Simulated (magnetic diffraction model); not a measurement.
# Rb2Cu5Si4S14: what an assumed order does to the neutron pattern

Space group P-1 (no. 2), a = 7.1350 Å, b = 9.6376 Å, c = 10.1460 Å, α = 114.42°, β = 93.14°, γ = 111.40°.

```
site  atom       x       y       z
  2i    Rb  0.8567  0.6214  0.9410
  2i    Cu  0.3185  0.8992  0.3189
  2i    Cu  0.8827  0.0696  0.2252
  1g    Cu       0     1/2     1/2
  2i     S  0.7298  0.3135  0.9226
  2i     S  0.0797  0.2735  0.4738
  2i     S  0.1961  0.7056  0.7570
  2i     S  0.4237  0.1406  0.5502
  2i     S  0.2989  0.1105  0.0249
  2i     S  0.5702  0.4959  0.2012
  2i     S  0.9518  0.8638  0.2689
  2i    Si  0.3958  0.7054  0.9035
  2i    Si  0.2457  0.2630  0.6367
```

The compound is invented for this exercise: a known structure type with other elements, its cell scaled to their sizes and not relaxed.

Only Cu is taken to order (form factors of Cu2+); orders and moment sizes are assumed, and not adapted to the symmetry. Radiation: neutrons of λ = 2.52 Å, 5° to 35°; isotropic B of 0.41 Å² (Rb), 0.34 Å² (Cu), 0.44 Å² (S) and 0.41 Å² (Si). The intensities are simulated: I ∝ L Σ (|F_N|² + |F_M⊥|²) for unpolarised neutrons, with F_M = 2.695 fm/μB × Σ f(s) S exp(2πi Q·r) exp(−B s²) at Q = H ± k (one set where k and −k are equivalent), only the part normal to Q counting and L = 1/(sin²θ cos θ). For collinear order S is the moment m, which repeats by lattice and centring translations R with the sign exp(−2πi k·R). Form factors are spin-only for 3d ions and dipole or tabulated for f ions, scattering lengths are Sears's of 1992, and absorption is left out. A label names one of the reflections at its angle. The strongest nuclear line in the range is 100, and lines under 0.2 are left out.

Assume the order k = (0 0 0), collinear moments along [101], 0.4 μB on Cu; signs + at (0.3185, 0.8992, 0.3189), + at (0.6815, 0.1008, 0.6811), + at (0.8827, 0.0696, 0.2252), − at (0, 1/2, 1/2), − at (0.1173, 0.9304, 0.7748).

Predict the pattern, nuclear and magnetic parts apart.

| 2θ (°) | index | nuclear | magnetic |
| --- | --- | --- | --- |
| 16.16 | (0 0 1) | 9.0 | 1.3 |
| 17.88 | (0 1 -1) | 50.7 | 3.3 |
| 18.27 | (0 1 0) | 24.2 | 4.2 |
| 22.17 | (1 -1 0) | 14.5 | 1.0 |
| 22.55 | (1 0 0) | 74.0 | 1.3 |
| 24.40 | (1 0 -1) | 57.0 | 3.5 |
| 25.64 | (1 -1 1) | 29.7 | 0.1 |
| 28.99 | (0 1 -2) | 0.1 | 0.2 |
| 29.36 | (-1 1 1) | 0.0 | 0.3 |
| 29.72 | (0 1 1) | 12.0 | 0.7 |
| 30.98 | (1 0 1) | 2.5 | 0.1 |
| 31.90 | (1 1 -1) | 100.0 | 0.7 |
| 32.34 | (1 -2 1) | 8.7 | 0.3 |
| 32.63 | (0 2 -1) | 58.7 | 0.3 |
| 32.66 | (0 0 2) | 0.7 | 0.4 |
| 34.12 | (1 -2 0) | 8.7 | 1.6 |
| 34.89 | (1 1 0) | 0.3 | 0.3 |

The strongest magnetic line in the range is (0 1 0) at 18.27° (4.2). On top of the Lorentz factor, which all lines share, magnetic lines fade with angle because f falls: for Cu2+ it is 0.93, 0.75, 0.55 and 0.23 at sin θ/λ = 0.1, 0.2, 0.3 and 0.5 Å⁻¹, while nuclear lengths stay constant. The net moment is 0.40 μB a primitive cell.

[Logs are printed without paths, hosts, clocks, repeated set-up lines and the standing remarks that a program may print on its own settings, such as how far it seeks lower states.]
